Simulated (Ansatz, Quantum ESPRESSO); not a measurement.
# The work function of Ru(0001), 4 layers, one monolayer of C on top sites, level by level, part 5 of 6

Wanted: work functions and the surface dipole of Ru(0001), 4 layers, one monolayer of C on top sites at several levels, with their cost.

Quantum ESPRESSO 7.5; plane-wave DFT, PBE, GBRV ultrasoft pseudopotentials; geometry and cross-check by Ansatz 0.2.0 with PAW datasets.

So far. Step 8 (Ground state: RPBE, GBRV ultrasoft): The upper face goes from 7.056 eV (PBE, GBRV) to 6.982 eV, a change of -0.074 eV. Step 9 (Ground state: PBEsol, GBRV ultrasoft): The upper face goes from 7.056 eV (PBE, GBRV) to 7.104 eV, a change of +0.048 eV.

## (10) Ground state: PBE, SG15 norm-conserving

Level of this step: plane-wave DFT, PBE, SG15 norm-conserving pseudopotentials (Quantum ESPRESSO 7.5).

sg15-pbe.in reads:

```
&control
  prefix = 'sg15-pbe'
  outdir = './out'
  pseudo_dir = './pseudo'
  calculation = 'scf'
  tprnfor = .true.
/
&system
  ibrav = 0
  nat = 5
  ntyp = 2
  ecutwfc = 60
  ecutrho = 240
  occupations = 'smearing'
  smearing = 'mv'
  degauss = 0.02
  assume_isolated = 'esm'
  esm_bc = 'bc1'
/
&electrons
  conv_thr = 1e-07
  mixing_beta = 0.4
  electron_maxstep = 120
  mixing_mode = 'local-TF'
/
ATOMIC_SPECIES
  Ru  101.0700  Ru_ONCV_PBE-1.2.upf
  C   12.0110  C_ONCV_PBE-1.2.upf
CELL_PARAMETERS angstrom
  2.69999999998962 0.00000000000000 0.00000000000000
  1.34999999999481 2.33826859020899 0.00000000000000
  0.00000000000000 0.00000000000000 25.41520000000000
ATOMIC_POSITIONS crystal
  Ru  0.666666666667 0.666666666667 -0.163573760378
  Ru  0.000000000000 0.000000000000 -0.079435134678
  Ru  0.666666666667 0.666666666667 0.002852266177
  Ru  0.000000000000 0.000000000000 0.096629075333
  C   -0.000000000000 0.000000000000 0.163573760378
K_POINTS automatic
  12 12 1 0 0 0
```

The run is started by

```console
$ OMP_NUM_THREADS=1 mpirun -n 4 pw.x -nk 4 -in sg15-pbe.in > sg15-pbe.out
```

The log of the run:

```text
[banner, memory and clock lines left out]
Program PWSCF v.7.5 starts
[citation notice left out]

[...]
Message from routine setup:
[...]
bravais-lattice index     =            0
     lattice parameter (alat)  =       5.1023  a.u.
     unit-cell volume          =    1082.8001 (a.u.)^3
     number of atoms/cell      =            5
     number of atomic types    =            2
     number of electrons       =        68.00
     number of Kohn-Sham states=           41
     kinetic-energy cutoff     =      60.0000  Ry
     charge density cutoff     =     240.0000  Ry
     scf convergence threshold =      1.0E-07
     mixing beta               =       0.4000
     number of iterations used =            8  local-TF  mixing
     Exchange-correlation= PBE
                           (   1   4   3   4   0   0   0)

     Effective Screening Medium Method
     Boundary Conditions: Vacuum-Slab-Vacuum
     total charge in unit cell        =   0.0000
     grid points for fit at edges     =        4

[...]
PseudoPot. # 1 for Ru read from file:
     ./pseudo/Ru_ONCV_PBE-1.2.upf
     Pseudo is Norm-conserving, Zval = 16.0
     Generated using ONCVPSP code by D. R. Hamann
     Using radial grid of  602 points,  6 beta functions with:
                l(1) =   0
                l(2) =   0
                l(3) =   1
                l(4) =   1
                l(5) =   2
                l(6) =   2

     PseudoPot. # 2 for C  read from file:
     ./pseudo/C_ONCV_PBE-1.2.upf
     Pseudo is Norm-conserving, Zval =  4.0
     Generated using ONCVPSP code by D. R. Hamann
     Using radial grid of  602 points,  4 beta functions with:
                l(1) =   0
                l(2) =   0
                l(3) =   1
                l(4) =   1

     atomic species   valence    mass     pseudopotential
     Ru               16.00   101.07000     Ru( 1.00)
     C                 4.00    12.01100     C ( 1.00)

      6 Sym. Ops. (no inversion) found

[...]
number of k points=    19  Marzari-Vanderbilt smearing, width (Ry)=  0.0200
[...]
Dense  grid:    68229 G-vectors     FFT dimensions: (  25,  25, 240)

     Initial potential from superposition of free atoms

     starting charge      67.7485, renormalised to      68.0000

     negative rho (up, down):  1.858E-04 0.000E+00
     Starting wfcs are random

     per-process dynamical memory:    73.6 Mb

     Self-consistent Calculation

     iteration #  1     ecut=    60.00 Ry     beta= 0.40
     Davidson diagonalization with overlap
     c_bands:  2 eigenvalues not converged
     c_bands:  1 eigenvalues not converged
     c_bands:  2 eigenvalues not converged
     c_bands:  1 eigenvalues not converged
     ethr =  1.00E-02,  avg # of iterations = 39.9

     Threshold (ethr) on eigenvalues was too large:
     Diagonalizing with lowered threshold

     Davidson diagonalization with overlap
     c_bands:  1 eigenvalues not converged
     ethr =  6.46E-04,  avg # of iterations = 13.5

     total energy              =    -765.60383311 Ry
     estimated scf accuracy    <       0.34504819 Ry

     iteration #  2     ecut=    60.00 Ry     beta= 0.40
[...]
total energy              =    -765.57524817 Ry
     estimated scf accuracy    <       0.24688223 Ry

     iteration #  3     ecut=    60.00 Ry     beta= 0.40
[...]
total energy              =    -765.55570414 Ry
     estimated scf accuracy    <       0.14534414 Ry

     iteration #  4     ecut=    60.00 Ry     beta= 0.40
[...]
c_bands:  2 eigenvalues not converged
[...]
total energy              =    -765.65250707 Ry
     estimated scf accuracy    <       0.05314864 Ry

     iteration #  5     ecut=    60.00 Ry     beta= 0.40
[...]
total energy              =    -765.65598547 Ry
     estimated scf accuracy    <       0.03150581 Ry

     iteration #  6     ecut=    60.00 Ry     beta= 0.40
[...]
total energy              =    -765.65468426 Ry
     estimated scf accuracy    <       0.01584378 Ry

[...]
iteration # 31     ecut=    60.00 Ry     beta= 0.40
[...]
total energy              =    -765.66208974 Ry
     estimated scf accuracy    <       0.00000076 Ry

     iteration # 32     ecut=    60.00 Ry     beta= 0.40
[...]
total energy              =    -765.66207232 Ry
     estimated scf accuracy    <       0.00000014 Ry

     iteration # 33     ecut=    60.00 Ry     beta= 0.40
[...]
c_bands:  3 eigenvalues not converged
[...]
total energy              =    -765.66207672 Ry
     estimated scf accuracy    <       0.00000056 Ry

     iteration # 34     ecut=    60.00 Ry     beta= 0.40
[...]
End of self-consistent calculation

          k = 0.0000 0.0000 0.0000 (  8567 PWs)   bands (ev):

   -79.4283 -79.0204 -78.8520 -78.7996 -49.7034 -49.1485 -48.9788 -48.9788
   -48.8898 -48.6624 -48.5718 -48.5718 -48.3869 -48.3869 -48.3780 -48.3780
   -17.2315 -13.4861 -12.2722 -11.9478 -11.7042  -9.6921  -8.9374  -8.9374
    -8.6652  -8.5999  -8.5999  -8.0773  -8.0773  -7.9636  -7.9636  -7.9554
    -7.0572  -7.0572  -6.5571  -6.5571  -6.3364  -5.4743  -5.4741  -5.1103
    -4.9711

          k = 0.0000 0.0962 0.0000 (  8533 PWs)   bands (ev):

   -79.4203 -79.0136 -78.8451 -78.7925 -49.6875 -49.1525 -49.0376 -48.9921
   -48.8678 -48.6762 -48.6122 -48.5834 -48.4355 -48.4287 -48.3986 -48.3899
   -17.1118 -13.2415 -12.0457 -11.7354 -11.4762  -9.7508  -9.1478  -8.8339
    -8.7491  -8.6902  -8.4609  -8.2855  -8.1168  -7.8934  -7.8871  -7.7821
    -7.3653  -7.1368  -6.8352  -6.6008  -6.4748  -5.9180  -5.5061  -4.9434
    -4.9191

[...]
the Fermi energy is    -6.0959 ev

!    total energy              =    -765.66206592 Ry
     estimated scf accuracy    <       0.00000004 Ry
     smearing contrib. (-TS)   =       0.00254544 Ry
     internal energy E=F+TS    =    -765.66461135 Ry

     The total energy is F=E-TS. E is the sum of the following terms:
     one-electron contribution =   14963.90428963 Ry
     hartree contribution      =   -7506.96747131 Ry
     xc contribution           =     -82.47800683 Ry
     ewald contribution        =   -8140.12342284 Ry

     convergence has been achieved in  34 iterations

     Forces acting on atoms (cartesian axes, Ry/au):

     atom    1 type  1   force =     0.00000000    0.00000000    0.02256288
     atom    2 type  1   force =     0.00000000    0.00000000   -0.02128076
     atom    3 type  1   force =     0.00000000    0.00000000   -0.00108611
     atom    4 type  1   force =     0.00000000    0.00000000    0.00675863
     atom    5 type  2   force =     0.00000000    0.00000000   -0.00627547

     Total force =     0.032376     Total SCF correction =     0.002154

[...]
```

Wall time 2.4 min (4 MPI ranks of Arm Neoverse V2, shared host); peak memory 0.53 GiB; 9.6 min of CPU time.

Numbers from this step:

```
free energy                                                    : -10417.3631 eV
Fermi energy                                                   : -6.096 eV
vacuum line at the lower end of the cell, over the Fermi level : 5.124 eV
vacuum line at the upper end of the cell, over the Fermi level : 7.068 eV
```

Electrostatic potential energy of an electron; zero at the Fermi level. The potential energy, planar mean by z:

z (Å), potential energy, planar mean (eV) and a bar from the least value:
```
    -12.5        5.1 #############################
    -12.0        5.1 #############################
    -11.5        5.1 #############################
    -11.0        5.1 #############################
    -10.5        5.1 #############################
    -10.0        5.1 #############################
     -9.5        5.1 #############################
     -9.0        5.1 #############################
     -8.5        5.1 #############################
     -8.0        5.1 #############################
     -7.5        5.1 #############################
     -7.0        5.1 #############################
     -6.5        5.0 ############################
     -6.0        4.5 ############################
     -5.5        3.0 ###########################
     -5.0       -2.7 #######################
     -4.5      -23.1 #########
     -4.0      -31.9 ##
     -3.5       -8.1 ###################
     -3.0       -2.3 #######################
     -2.5      -16.3 #############
     -2.0      -35.1 
     -1.5      -14.5 ###############
     -1.0       -2.6 #######################
     -0.5      -11.6 #################
      0.0      -34.3 #
      0.5      -18.7 ############
      1.0       -1.9 ########################
      1.5       -1.4 ########################
      2.0      -17.1 #############
      2.5      -34.5 
      3.0      -12.7 ################
      3.5       -1.1 ########################
      4.0      -10.0 ##################
      4.5       -4.0 ######################
      5.0        4.7 ############################
      5.5        6.6 ##############################
      6.0        7.0 ##############################
      6.5        7.0 ##############################
      7.0        7.1 ##############################
      7.5        7.1 ##############################
      8.0        7.1 ##############################
      8.5        7.1 ##############################
      9.0        7.1 ##############################
      9.5        7.1 ##############################
     10.0        7.1 ##############################
     10.5        7.1 ##############################
     11.0        7.1 ##############################
     11.5        7.1 ##############################
     12.0        7.1 ##############################
     12.5        7.1 ##############################
```

The upper face goes from 7.056 eV (PBE, GBRV) to 7.068 eV, a change of +0.012 eV, a small one, from the pseudopotentials and their cutoffs.

## (11) Ground state: no dipole correction

What happens without any correction? The same slab is run as a plain periodic cell.

Level of this step: plane-wave DFT, PBE, GBRV ultrasoft pseudopotentials (Quantum ESPRESSO 7.5).

nodip.in reads:

```
&control
  prefix = 'nodip'
  outdir = './out'
  pseudo_dir = './pseudo'
  calculation = 'scf'
  tprnfor = .true.
/
&system
  ibrav = 0
  nat = 5
  ntyp = 2
  ecutwfc = 40
  ecutrho = 200
  occupations = 'smearing'
  smearing = 'mv'
  degauss = 0.02
/
&electrons
  conv_thr = 1e-07
  mixing_beta = 0.4
  electron_maxstep = 120
  mixing_mode = 'local-TF'
/
ATOMIC_SPECIES
  Ru  101.0700  ru_pbe_v1.2.uspp.F.UPF
  C   12.0110  c_pbe_v1.2.uspp.F.UPF
CELL_PARAMETERS angstrom
  2.69999999998962 0.00000000000000 0.00000000000000
  1.34999999999481 2.33826859020899 0.00000000000000
  0.00000000000000 0.00000000000000 25.41520000000000
ATOMIC_POSITIONS crystal
  Ru  0.666666666667 0.666666666667 0.326576222100
  Ru  0.000000000000 0.000000000000 0.410714847800
  Ru  0.666666666667 0.666666666667 0.493002248655
  Ru  0.000000000000 0.000000000000 0.586779057811
  C   -0.000000000000 0.000000000000 0.653723742856
K_POINTS automatic
  12 12 1 0 0 0
```

The run is started by

```console
$ OMP_NUM_THREADS=1 mpirun -n 4 pw.x -nk 4 -in nodip.in > nodip.out
```

The log of the run:

```text
[banner, memory and clock lines left out]
Program PWSCF v.7.5 starts
[citation notice left out]

[...]
Message from routine setup:
[...]
bravais-lattice index     =            0
     lattice parameter (alat)  =       5.1023  a.u.
     unit-cell volume          =    1082.8001 (a.u.)^3
     number of atoms/cell      =            5
     number of atomic types    =            2
     number of electrons       =        68.00
     number of Kohn-Sham states=           41
     kinetic-energy cutoff     =      40.0000  Ry
     charge density cutoff     =     200.0000  Ry
     scf convergence threshold =      1.0E-07
     mixing beta               =       0.4000
     number of iterations used =            8  local-TF  mixing
     Exchange-correlation= SLA  PW   PBE  PBE
                           (   1   4   3   4   0   0   0)

[...]
PseudoPot. # 1 for Ru read from file:
     ./pseudo/ru_pbe_v1.2.uspp.F.UPF
     Pseudo is Ultrasoft + core correction, Zval = 16.0
     Generated by new atomic code, or converted to UPF format
     Using radial grid of  967 points,  6 beta functions with:
                l(1) =   0
                l(2) =   0
                l(3) =   1
                l(4) =   1
                l(5) =   2
                l(6) =   2
     Q(r) pseudized with  8 coefficients,  rinner =    1.300   1.300   1.300
                                                       1.300   1.300

     PseudoPot. # 2 for C  read from file:
     ./pseudo/c_pbe_v1.2.uspp.F.UPF
     Pseudo is Ultrasoft + core correction, Zval =  4.0
     Generated by new atomic code, or converted to UPF format
     Using radial grid of  721 points,  4 beta functions with:
                l(1) =   0
                l(2) =   0
                l(3) =   1
                l(4) =   1
     Q(r) pseudized with  8 coefficients,  rinner =    1.100   1.100   1.100

     atomic species   valence    mass     pseudopotential
     Ru               16.00   101.07000     Ru( 1.00)
     C                 4.00    12.01100     C ( 1.00)

      6 Sym. Ops. (no inversion) found

[...]
number of k points=    19  Marzari-Vanderbilt smearing, width (Ry)=  0.0200
[...]
Dense  grid:    51901 G-vectors     FFT dimensions: (  24,  24, 225)

     Smooth grid:    37003 G-vectors     FFT dimensions: (  24,  24, 200)

     Initial potential from superposition of free atoms

     starting charge      63.9999, renormalised to      68.0000

     negative rho (up, down):  3.250E-01 0.000E+00
     Starting wfcs are   56 randomized atomic wfcs

     per-process dynamical memory:    58.7 Mb

     Self-consistent Calculation

     iteration #  1     ecut=    40.00 Ry     beta= 0.40
     Davidson diagonalization with overlap
     ethr =  1.00E-02,  avg # of iterations =  7.1

     negative rho (up, down):  3.400E-01 0.000E+00

     total energy              =    -789.04899190 Ry
     estimated scf accuracy    <     307.00925970 Ry

     iteration #  2     ecut=    40.00 Ry     beta= 0.40
[...]
negative rho (up, down):  3.508E-01 0.000E+00

[...]
total energy              =    -785.77045154 Ry
     estimated scf accuracy    <      95.45372908 Ry

     iteration #  3     ecut=    40.00 Ry     beta= 0.40
[...]
negative rho (up, down):  3.398E-01 0.000E+00

[...]
total energy              =    -788.13291829 Ry
     estimated scf accuracy    <      20.01006723 Ry

     iteration #  4     ecut=    40.00 Ry     beta= 0.40
[...]
negative rho (up, down):  3.375E-01 0.000E+00

[...]
total energy              =    -787.91900817 Ry
     estimated scf accuracy    <       2.40342180 Ry

     iteration #  5     ecut=    40.00 Ry     beta= 0.40
[...]
negative rho (up, down):  3.384E-01 0.000E+00

[...]
total energy              =    -788.01814618 Ry
     estimated scf accuracy    <       9.16017228 Ry

     iteration #  6     ecut=    40.00 Ry     beta= 0.40
[...]
negative rho (up, down):  3.370E-01 0.000E+00

[...]
total energy              =    -788.13703033 Ry
     estimated scf accuracy    <       0.07832260 Ry

[...]
iteration # 23     ecut=    40.00 Ry     beta= 0.40
[...]
negative rho (up, down):  3.170E-01 0.000E+00

[...]
total energy              =    -788.14252461 Ry
     estimated scf accuracy    <       0.00000220 Ry

     iteration # 24     ecut=    40.00 Ry     beta= 0.40
[...]
negative rho (up, down):  3.168E-01 0.000E+00

[...]
total energy              =    -788.14252396 Ry
     estimated scf accuracy    <       0.00000528 Ry

     iteration # 25     ecut=    40.00 Ry     beta= 0.40
[...]
negative rho (up, down):  3.168E-01 0.000E+00

[...]
total energy              =    -788.14252466 Ry
     estimated scf accuracy    <       0.00000104 Ry

     iteration # 26     ecut=    40.00 Ry     beta= 0.40
[...]
negative rho (up, down):  3.167E-01 0.000E+00

[...]
End of self-consistent calculation

          k = 0.0000 0.0000 0.0000 (  4609 PWs)   bands (ev):

   -68.5938 -68.1741 -67.9884 -67.9763 -38.8648 -38.3291 -38.1375 -38.1375
   -38.0518 -37.8168 -37.7296 -37.7296 -37.5377 -37.5377 -37.5327 -37.5327
    -6.3911  -2.6550  -1.4362  -1.1097  -0.8645   1.1495   1.9109   1.9109
     2.1816   2.2447   2.2447   2.7735   2.7735   2.8835   2.8835   2.8869
     3.7813   3.7813   4.2825   4.2825   4.4996   5.3750   5.3750   5.7298
     5.8770

          k = 0.0000 0.0962 0.0000 (  4591 PWs)   bands (ev):

   -68.5859 -68.1673 -67.9815 -67.9692 -38.8489 -38.3296 -38.2016 -38.1508
   -38.0280 -37.8311 -37.7695 -37.7413 -37.5865 -37.5834 -37.5494 -37.5447
    -6.2711  -2.4105  -1.2097  -0.8978  -0.6365   1.0905   1.6982   2.0100
     2.0983   2.1531   2.3831   2.5629   2.7301   2.9499   2.9624   3.0646
     3.4701   3.7017   4.0065   4.2382   4.3699   4.9220   5.3428   5.9029
     5.9295

[...]
the Fermi energy is     4.7470 ev

!    total energy              =    -788.14252472 Ry
     estimated scf accuracy    <       0.00000006 Ry
     smearing contrib. (-TS)   =       0.00256574 Ry
     internal energy E=F+TS    =    -788.14509047 Ry

     The total energy is F=E-TS. E is the sum of the following terms:
     one-electron contribution =   -8438.97474410 Ry
     hartree contribution      =    4224.73814368 Ry
     xc contribution           =    -107.01132118 Ry
     ewald contribution        =    3533.10283113 Ry

     convergence has been achieved in  26 iterations

     negative rho (up, down):  3.167E-01 0.000E+00

     Forces acting on atoms (cartesian axes, Ry/au):

     atom    1 type  1   force =     0.00000000    0.00000000    0.02382254
     atom    2 type  1   force =     0.00000000    0.00000000   -0.02164003
     atom    3 type  1   force =     0.00000000    0.00000000   -0.00173998
     atom    4 type  1   force =     0.00000000    0.00000000   -0.00147740
     atom    5 type  2   force =     0.00000000    0.00000000    0.00103487

     Total force =     0.032281     Total SCF correction =     0.001565

[...]
```

Wall time 55 s (4 MPI ranks); peak memory 0.51 GiB; 3.6 min of CPU time.

(Part 5 of 6 ends here.)

[Logs are printed without paths, hosts, clocks, repeated set-up lines and the standing remarks that a program may print on its own settings, such as how far it seeks lower states.]

[Hosts, paths, dates, database ids (printed as entryN), source tags and the programs' standing remarks are cut or masked in the printed files.]

[Maps of the electrostatic potential energy from Ansatz leave out the sawtooth potential of an applied field or a dipole correction, so their vacuum need not be flat; planar profiles and work functions include it.]
